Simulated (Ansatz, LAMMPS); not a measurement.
# Localised basis functions on liquid (Li,Cs)F at 1200 K (134 atoms)

Aim: test how closely localised support functions follow the reference on liquid (Li,Cs)F at 1200 K (134 atoms), and at what cost. A setting counts as converged where the r.m.s. difference of forces stays under 1 % of the r.m.s. force.

Method: Kohn-Sham DFT, PBE, PAW (set soft_2), plane waves, in Ansatz 0.2.0.

## 1. The starting structure

The cell holds 134 atoms: 24 Li, 43 Cs and 67 F. Cell: a = 15.668 Å, b = 15.668 Å, c = 15.668 Å, α = 90.0°, β = 90.0°, γ = 90.0°. 134 atoms (24 Li, 43 Cs, 67 F) placed at random at 3.09 g/cm³, melted at 1800 K for 10 ps at fixed volume with the Lennard-Jones and Coulomb ion parameters for SPC/E (Joung and Cheatham, J. Phys. Chem. B 112, 9020 (2008)), full charges. Snapshot at the end of a hold of 20 ps at 1200 K and fixed volume.

Before any run, some limits are plain. The starting topology of bonds comes from the classical model, and needn't be the one that DFT or experiment would give. The ion parameters were fitted for water, not for melts, so the starting structure of this cell may lie well off the real melt's. The Brillouin zone is sampled at Γ only, in a cell whose shortest periodic width is 16 Å. Spin–orbit coupling is left out, which matters for the levels of the heavy elements.

## 2. How the cell was made

A classical potential makes the cell, at a small fraction of what the same run would cost in DFT.

This step: classical MD, Lennard-Jones and Coulomb ion parameters for SPC/E (Joung and Cheatham, J. Phys. Chem. B 112, 9020 (2008)), full charges (LAMMPS 22 Jul 2025 - Update 4).

in.lmp

```
# melt-quench of Li24Cs43F67
units metal
atom_style charge
boundary p p p
region box block 0 15.6676 0 15.6676 0 15.6676
create_box 3 box
mass 1 6.9400   # Li
mass 2 132.9055   # Cs
mass 3 18.9984   # F
create_atoms 1 random 24 712199 NULL overlap 2.2 maxtry 2000
create_atoms 2 random 43 712206 NULL overlap 2.2 maxtry 2000
create_atoms 3 random 67 712213 NULL overlap 2.2 maxtry 2000
pair_style lj/cut/coul/long 9.0
pair_modify mix arithmetic tail yes
pair_coeff 1 1 0.014602 1.4094   # Li
pair_coeff 2 2 0.003897 3.6010   # Cs
pair_coeff 3 3 0.000321 4.0215   # F
set type 1 charge 1
set type 2 charge 1
set type 3 charge -1
kspace_style pppm 1.0e-4
neigh_modify delay 0 every 1 check yes
thermo_style custom step time temp pe press density
thermo_modify norm yes
timestep 0.002
thermo 100
min_style cg
minimize 1e-4 1e-4 200 2000
reset_timestep 0
velocity all create 1800 712200 mom yes dist gaussian
fix lim all nve/limit 0.05
fix lan all langevin 1800 1800 0.2 712201 zero yes
thermo 500
run 1000 post no
# [... 10 lines left out ...]
compute msd all msd com yes
thermo 2500
fix md all nvt temp 1200 1200 0.2
run 10000 post no
print "== T1200: mean square displacement over the hold $(c_msd[4]:%.2f) A^2"
unfix md
uncompute msd
write_dump all custom T1200.dump id type xs ys zs modify sort id
```

The run is started by

```
$ lmp -in in.lmp -log none -nocite
```

Numbers of over 12 decimals in the logs are rounded to 6 here.

What it wrote:

```text
LAMMPS (22 Jul 2025 - Update 4)
Created orthogonal box = (0 0 0) to (15.6676 15.6676 15.6676)
Created 24 atoms
Created 43 atoms
Created 67 atoms
PPPM initialization ...
  G vector (1/distance) = 0.31925987
  grid = 12 12 12
  estimated relative force accuracy = 4.5683485e-05
   Step          Time           Temp          PotEng         Press         Density
         0   0              0             -1.6725223      102270.74      3.0889736
       100   0.2            0             -4.3321182     -7426.0312      3.0889736
Loop time of 0.0493646 s on 1 MPI rank(s) for 100 steps with 134 atoms
Minimization stats:
  Stopping criterion = energy tolerance
  Energy initial, next-to-last, final =
     -1.67252225253606  -4.33180032445273  -4.33211821280223
  Force two-norm initial, final = 98.648406 0.81876329
  Iterations, force evaluations = 100 126
   Step          Time           Temp          PotEng         Press         Density
         0   0              1800          -4.3321182      1168.0698      3.0889736
       500   1              1257.483      -4.1473889      6024.9698      3.0889736
      1000   2              1399.5628     -4.1650884      2065.3286      3.0889736
Loop time of 0.324023 s on 1 MPI rank(s) for 1000 steps with 134 atoms
   Step          Time           Temp          PotEng         Press         Density
      1000   2              1399.5628     -4.1650884      2065.3286      3.0889736
      1666   3.332          1709.2678     -4.0741701     -690.01141      3.0889736
      2499   4.998          1745.9891     -4.0970024      11793.369      3.0889736
      3332   6.664          1706.0778     -4.1003034      8044.0595      3.0889736
      4165   8.33           1890.5825     -4.0788497      11805.261      3.0889736
      4998   9.996          1621.0514     -4.0837646      4245.8804      3.0889736
      5831   11.662         2048.5354     -4.1066424      5232.7999      3.0889736
[... 1 line left out ...]
Loop time of 1.64963 s on 1 MPI rank(s) for 5000 steps with 134 atoms
   Step          Time           Temp          PotEng         Press         Density
[... 5 lines left out ...]
Loop time of 0.819708 s on 1 MPI rank(s) for 2500 steps with 134 atoms
   Step          Time           Temp          PotEng         Press         Density
[... 2 lines left out ...]
     12500   25             1242.2308     -4.1919821     -593.77465      3.0889736
     15000   30             1218.0391     -4.174494      -2951.5313      3.0889736
     17500   35             1240.5225     -4.1982133      2994.9422      3.0889736
     18500   37             1216.9125     -4.1979205     -5186.614       3.0889736
Loop time of 3.22701 s on 1 MPI rank(s) for 10000 steps with 134 atoms
== T1200: mean square displacement over the hold 44.62 A^2
```

The job ended after 6.2 s (1 thread of Arm Neoverse V2, shared host; peak memory 0.071 GiB).

## 3. Plane-wave single point

This run is the reference for what follows, at a cutoff of 420 eV.

input.yaml

```yaml
crystal:
  lattice:
    - [15.6676, 0.0, 0.0]
    - [0.0, 15.6676, 0.0]
    - [0.0, 0.0, 15.6676]
  atoms:
    - { symbol: Li, position: [0.01863, 0.90063, 0.59174] }
    - { symbol: Li, position: [0.53515, 0.75943, 0.45224] }
    - { symbol: Li, position: [0.44049, 0.35253, 0.10098] }
    - { symbol: Li, position: [0.29027, 0.19092, 0.38257] }
    - { symbol: Li, position: [0.06055, 0.4514, 0.16757] }
    - { symbol: Li, position: [0.00911, 0.08815, 0.96814] }
    - { symbol: Li, position: [0.66172, 0.87066, 0.52578] }
    - { symbol: Li, position: [0.34177, 0.97437, 0.01196] }
    - { symbol: Li, position: [0.20927, 0.92786, 0.93044] }
    - { symbol: Li, position: [0.65942, 0.28245, 0.045] }
    - { symbol: Li, position: [0.80501, 0.54597, 0.40934] }
    - { symbol: Li, position: [0.18406, 0.56649, 0.81725] }
    - { symbol: Li, position: [0.10408, 0.81545, 0.4142] }
    - { symbol: Li, position: [0.20549, 0.79519, 0.26221] }
    - { symbol: Li, position: [0.53006, 0.74533, 0.66335] }
    - { symbol: Li, position: [0.86504, 0.81666, 0.49019] }
    - { symbol: Li, position: [0.05753, 0.90864, 0.88649] }
    - { symbol: Li, position: [0.37269, 0.64484, 0.33837] }
    - { symbol: Li, position: [0.26638, 0.60502, 0.21742] }
    - { symbol: Li, position: [0.45678, 0.48604, 0.20345] }
    - { symbol: Li, position: [0.15141, 0.30035, 0.57399] }
    - { symbol: Li, position: [0.62569, 0.54118, 0.34937] }
    - { symbol: Li, position: [0.35693, 0.31453, 0.73901] }
    - { symbol: Li, position: [0.4759, 0.13861, 0.41767] }
    - { symbol: Cs, position: [0.11109, 0.66803, 0.02819] }
    - { symbol: Cs, position: [0.61874, 0.94145, 0.09339] }
    - { symbol: Cs, position: [0.27812, 0.66444, 0.50733] }
    - { symbol: Cs, position: [0.23033, 0.18252, 0.84955] }
    - { symbol: Cs, position: [0.0584, 0.5994, 0.27575] }
    - { symbol: Cs, position: [0.35546, 0.73813, 0.8049] }
    - { symbol: Cs, position: [0.83146, 0.04574, 0.0111] }
    - { symbol: Cs, position: [0.45783, 0.16767, 0.95049] }
    [... 96 atom lines left out ...]
    - { symbol: F, position: [0.78049, 0.17168, 0.65347] }
    - { symbol: F, position: [0.80819, 0.66411, 0.37892] }
    - { symbol: F, position: [0.0654, 0.79061, 0.29129] }
    - { symbol: F, position: [0.73035, 0.32181, 0.20361] }
    - { symbol: F, position: [0.52478, 0.09456, 0.28951] }
    - { symbol: F, position: [0.81038, 0.16044, 0.39783] }
kpoints:
  mp_grid: { grid: [1, 1, 1] }
hamiltonian:
  xc: pbe
scf:
  occupations: { method: fixed }
output:
  forces: true
  stress: true
  populations: true
  dos:
    method: { smearing: { sigma: 0.1 } }
    de: 0.1
    projected: { site_lists: { Cs: [Cs], F: [F], Li: [Li] } }
  eigenvalues: true
  write_density: true
  write_potential: true
  volumetric_format: npy
  elf: true
```

The run is started by

```
$ ansatz run input.yaml --threads 8 --pin off --max-ram 15872MiB --backend cpu --events-out ev --progress --plain --runs-dir out
```

What it wrote:

```text
Engine: ansatz 0.2.0, aarch64-unknown-linux-gnu
Pseudopotentials: kind: paw
Pseudopotential: Li, paw, valence charge 3, recommended cutoff 420 eV (normal), Li.paw.azcp
Pseudopotential: Cs, paw, valence charge 9, recommended cutoff 420 eV (normal), Cs.paw.azcp
Pseudopotential: F, paw, valence charge 7, recommended cutoff 420 eV (normal), F.paw.azcp
[... 5 lines on functional and potentials left out ...]
Crystal: 134 atoms, lattice volume = 3845.984 Å³
Basis set: ecut = 420 eV, 75037 PW (Γ), exchange–correlation on 216×216×216 points (8 copies of the dense FFT grid, shifted against one another)
Bands: 598, of which v1, the nominal top of the filled ones, is band 464 counted from 1 (463 counted from 0)
Symmetry: 1 space group operations
Space group: P1 (ITA 1), of the structure as read, at distance tolerance 1.6e-4 Å
k-points: 1
[... 7 lines on functional and potentials left out ...]
Initial density: superposition of atomic densities (neutral atoms: chi_scale 0, normalization atom), corrected by the library's trained network
Initial wavefunctions: pseudopotential atomic-orbital guess
Functional: x = pbe(κ = 0.804, μ = 0.219515), c = pbe(β = 0.066725)
SCF iter   1: F=—  HF=-303066.831433 eV  |F-HF|=—  |Δ(HF+E_count)|=         —  Δρ=1.53e-3  dr2=1.94e-1  ethr=1.77e-3  ⟨swp⟩=6.0  Hψ=2154  notcnv=0  defer=131
preconditioner: auto → Resta (q_TF=auto, 2.153 Å⁻¹)  ε∞=3.4  [insulator: Δε(μ)=3.582 eV  Ē_g=9.893 eV  n_scr=618 (ndim 8)  ℏωp=15.4 eV  f_vac=0.256  ε∞_Penn≈3.4]
SCF iter   2: F=—  HF=-303066.808602 eV  |F-HF|=—  |Δ(HF+E_count)|=   2.28e-2  Δρ=8.72e-4  dr2=6.25e-2  ethr=2.09e-5  ⟨swp⟩=2.0  Hψ=1058  notcnv=0  defer=132
SCF iter   3: F=—  HF=-303066.798992 eV  |F-HF|=—  |Δ(HF+E_count)|=   9.61e-3  Δρ=6.23e-4  dr2=2.51e-2  ethr=6.74e-6  ⟨swp⟩=3.0  Hψ=904  notcnv=0  defer=132
SCF iter   4: F=—  HF=-303066.792243 eV  |F-HF|=—  |Δ(HF+E_count)|=   6.75e-3  Δρ=1.67e-4  dr2=2.48e-3  ethr=2.70e-6  ⟨swp⟩=3.0  Hψ=859  notcnv=0  defer=132
SCF iter   5: F=—  HF=-303066.791704 eV  |F-HF|=—  |Δ(HF+E_count)|=   5.39e-4  Δρ=1.22e-4  dr2=4.67e-4  ethr=2.67e-7  ⟨swp⟩=2.0  Hψ=853  notcnv=0  defer=132
SCF iter   6: F=—  HF=-303066.791626 eV  |F-HF|=—  |Δ(HF+E_count)|=   7.73e-5  Δρ=5.95e-5  dr2=1.09e-4  ethr=5.04e-8  ⟨swp⟩=2.0  Hψ=911  notcnv=0  defer=132
SCF iter   7: F=—  HF=-303066.791599 eV  |F-HF|=—  |Δ(HF+E_count)|=   2.72e-5  Δρ=1.09e-5  dr2=8.95e-6  ethr=1.18e-8  ⟨swp⟩=2.0  Hψ=901  notcnv=0  defer=129
SCF iter   8: F=—  HF=-303066.795312 eV  |F-HF|=—  |Δ(HF+E_count)|=   3.71e-3  Δρ=1.11e-5  dr2=3.46e-6  ethr=9.64e-10  ⟨swp⟩=2.0  Hψ=1062  notcnv=0  defer=128
SCF iter   9: F=—  HF=-303066.795311 eV  |F-HF|=—  |Δ(HF+E_count)|=   5.75e-7  Δρ=2.78e-6  dr2=3.03e-7  ethr=3.73e-10  ⟨swp⟩=2.0  Hψ=910  notcnv=0  defer=128
SCF iter  10: F=-303066.795311 eV  HF=-303066.795311 eV  |F-HF|=1.99e-8  |Δ(HF+E_count)|=   8.82e-8  Δρ=1.03e-6  dr2=4.16e-8  ethr=1.08e-11  ⟨swp⟩=24.0  Hψ=5621  notcnv=0
SCF 1 converged in 10 iterations: F = -303066.795311 eV  dr2 = 4.16e-8
  greatest PAW one-centre occupation: 1.000 electrons in one spin orbital (limit 2), on the Li atom at site 10 (counted from 0), in its partial waves of l = 0
WARN: The input density's exchange-correlation potential varies sharply where the density is thin. Do not read a vacuum level from v_tot or v_xc, or from such a field of the output density. On a cell that repeats whose density bears no net charge and no dipole along the vacuum's axis use v_es (v_loc + v_h of the components); [...]
SCF converged after 10 iterations
Free energy (F): -303066.795311 eV
Harris-Foulkes:  -303066.795311 eV  (|F-HF|=1.99e-8)
Internal energy: -303066.795311 eV  (E = F + TS)
E sigma→0 (E₀):  -303066.795311 eV
Fermi energy:    0.999715 eV
--- Per-component energies (eV) ---
  E_band       = -7698.575792
  E_kinetic    = 20507.360206
  E_local      = -77389.257822  (includes V_loc(G=0)·N_el)
  E_nonlocal   = 5405.752795
  E_hartree    = 31043.286561
  E_xc         = -13173.445844
  E_vxc        = -12713.713179  (∫ρ·V_xc dr)
  E_paw        = -231786.032543  (= ΣΔE_a)
  E_vpaw       = -5595.447015  (= ΣTr[D̂ρ^β])
  E_aug_tail   = 0.137952  (compensation charges beyond the density's cutoff)
  E_ewald      = -37674.596616
  E_smearing   = -0.000000  (= −TS)
  E_closure    = -0.000000  (closes the sum)
  Σ components = -303066.795311   (vs F -303066.795311, Δ=0.00e0)
--- Forces (eV/Å), atoms counted from 1 ---
  atom   1  Li    -1.34211243    -0.49835667    -0.65470793
  atom   2  Li     0.24300158    -0.14900988    -0.25470524
  atom   3  Li    -0.31748330     0.61936237    -0.24645966
  atom   4  Li    -0.49062376     0.44061816     0.67988604
  atom   5  Li     0.12210404    -0.40242094    -0.49294562
  atom   6  Li     1.25134103    -0.05143613    -0.94146884
  atom   7  Li    -0.49033690     0.53018306    -0.27559765
  atom   8  Li     0.04538144     0.19300598     0.25867308
  atom   9  Li     0.83629396     0.81756191    -0.61135129
  atom  10  Li     0.35447983     0.48625901     0.15010010
  atom  11  Li     0.52810527     0.53697909     0.48793350
  atom  12  Li     0.03056672    -0.25803696    -0.15397593
  atom  13  Li    -0.24631890     0.75931757    -0.18920716
  atom  14  Li    -0.88429808    -0.46747722     0.27449172
[...]
atom 133  F     -0.37826078     0.03293202     0.29338598
  atom 134  F      0.20414891     0.26108627    -0.07033044
  max |Σ_I F_I| component: 4.68e-5 eV/Å
--- Stress (GPa, compression-positive) ---
       -0.839951      -0.133200       0.087487
       -0.133200      -0.507183       0.167422
        0.087488       0.167423      -0.642252
  P = ⅓ Tr σ = -0.6631 GPa (-6.631 kbar)
--- Band table (eV) ---
  k-point 0: bands = ["-43.8384", "-43.5060", "-43.3843", "-43.1838", [... 582 levels ...], "8.6323", "8.6534", "8.6727", "8.6943", "8.7031", "8.7196", "8.7452", "8.7748", "8.7808", "8.7973", "8.8163", "8.8383"]
--- Löwdin populations: 134 sites ---
  site symbol       q [e]
     0     Li      2.2488
     1     Li      2.2264
     2     Li      2.2257
[...]
133      F      7.7890
  spilling = 0.007000 (of n_electrons = 928.000000)
```

Elapsed: 65 s, on 8 threads of Arm Neoverse V2, shared host; peak memory 5.6 GiB; 8.4 min of CPU time.

The column dr2 measures how far the density is from self-consistency, as an energy; F and HF (Harris–Foulkes) agree once it is small.

The program notes that the exchange-correlation potential is rough where the density is thin.

Numbers from this run:

```
free energy                                      : -303066.7953 eV
free energy per atom                             : -2261.6925 eV/atom
SCF cycles                                       : 10
pressure                                         : -0.6631 GPa
r.m.s. force component                           : 0.4971 eV/Å
longest force                                    : 2.07 eV/Å
Fermi energy                                     : 0.9997 eV
gap (highest filled to lowest empty level) : 3.674 eV
spilling of the projection                       : 0.007
```

The r.m.s. force component of 0.50 eV/Å and the pressure of -0.66 GPa set the scale for the differences below.

## 4. Support functions low

With localised support functions most steps grow linearly with size, though the diagonalisation grows faster unless the density matrix is cut; this run measures error and cost at this size.

This step: Kohn-Sham DFT, PBE, PAW (set soft_2), localised support functions (low) (Ansatz 0.2.0).

input.yaml, the sections that differ from step 3:

```yaml
scf:
  occupations: { method: fixed }
  eigensolver: { kind: { support_functions: { accuracy: low } } }
  mixing: { beta: 0.4 }
  max_iter: 150
output:
  forces: true
  eigenvalues: true
# crystal, kpoints, hamiltonian: as in step 3
```

What it wrote:

```text
Warning: scf.eigensolver.kind.support_functions: disabling space-group detection — the functions' gradient is summed over unrotated k-points, so no spatial operation reduces the k-mesh or symmetrises the density; time reversal is kept, so that k and −k are solved as one point where they differ and the mesh holds both, and exact exchange and, on two spinor components, a DFT+U term hold to it where the run has them: [...]
settings of this run that can trade accuracy for cost: scf.eigensolver.kind.support_functions; scf.eigensolver.kind.support_functions.accuracy: low [...]
[...]
Crystal: 134 atoms, lattice volume = 3845.984 Å³
Basis set: ecut = 420 eV, 75037 PW (Γ), exchange–correlation on 240×240×240 points (8 copies of the dense FFT grid, shifted against one another)
Bands: 557, of which v1, the nominal top of the filled ones, is band 464 counted from 1 (463 counted from 0)
Symmetry: 1 space group operations
k-points: 1
[...]
SCF iter   1: F=—  HF=-303133.798473 eV  |F-HF|=—  |Δ(HF+E_count)|=         —  Δρ=1.14e-1  dr2=7.63e2  ethr=1.00e-1
[...]
SCF iter  17: F=—  HF=-303067.285174 eV  |F-HF|=—  |Δ(HF+E_count)|=   2.00e-3  Δρ=2.69e-5  dr2=4.39e-5  ethr=1.45e-8  κ⁻¹=2.1e-5(r=7)
SCF iter  18: F=-303067.286900 eV  HF=-303067.286905 eV  |F-HF|=4.78e-6  |Δ(HF+E_count)|=   1.73e-3  Δρ=1.37e-5  dr2=1.54e-5  ethr=4.73e-9
SCF 1 converged in 18 iterations: F = -303067.318827 eV  dr2 = 1.54e-5
[...]
SCF converged after 18 iterations
Stability not checked: this state was not tested for a lower state beside it, because the mixer in use, unlike msr1, does not test its closes by its own steps (another_mixer; see scf.mixing.algorithm and scf.lower_state_search)
Free energy (F): -303067.318827 eV
[...]
Internal energy: -303067.318827 eV  (E = F + TS)
E sigma→0 (E₀):  -303067.318827 eV
Fermi energy:    1.001215 eV
[...]
Σ components = -303067.318827   (vs F -303067.318827, Δ=0.00e0)
--- Forces (eV/Å), atoms counted from 1 ---
  atom   1  Li    -1.34230472    -0.49826594    -0.65500029
  atom   2  Li     0.24279766    -0.14888770    -0.25477724
  atom   3  Li    -0.31755343     0.61970237    -0.24597295
  atom   4  Li    -0.49056315     0.44061734     0.68027073
[...]
atom 134  F      0.20447186     0.26135838    -0.07048059
  max |Σ_I F_I| component: 4.24e-3 eV/Å
--- Band table (eV) ---
[...]
```

Elapsed: 3.2 min, on 8 threads; peak memory 8 GiB.

The program notes that the band table was not solved further than the SCF left it and it switched symmetry off.

Keys that differ from the reference: support_functions.accuracy = "low", scf.max_iter = 150 and scf.mixing.beta = 0.4.

Forces differ from the reference by 0.42 meV/Å r.m.s., 0.085 % of their size, well within a tolerance of 1 %; the energy by -3.9 meV/atom. It took 3.2 min and 18 cycles; the reference's time can't be set against it, since the two runs asked for unlike analyses.

(Continued in part 2 of 3.)

[Logs are printed without paths, hosts, clocks, repeated set-up lines and the standing remarks that a program may print on its own settings, such as how far it seeks lower states.]

[Hosts, paths, dates, database ids (printed as entryN), source tags and the programs' standing remarks are cut or masked in the printed files.]
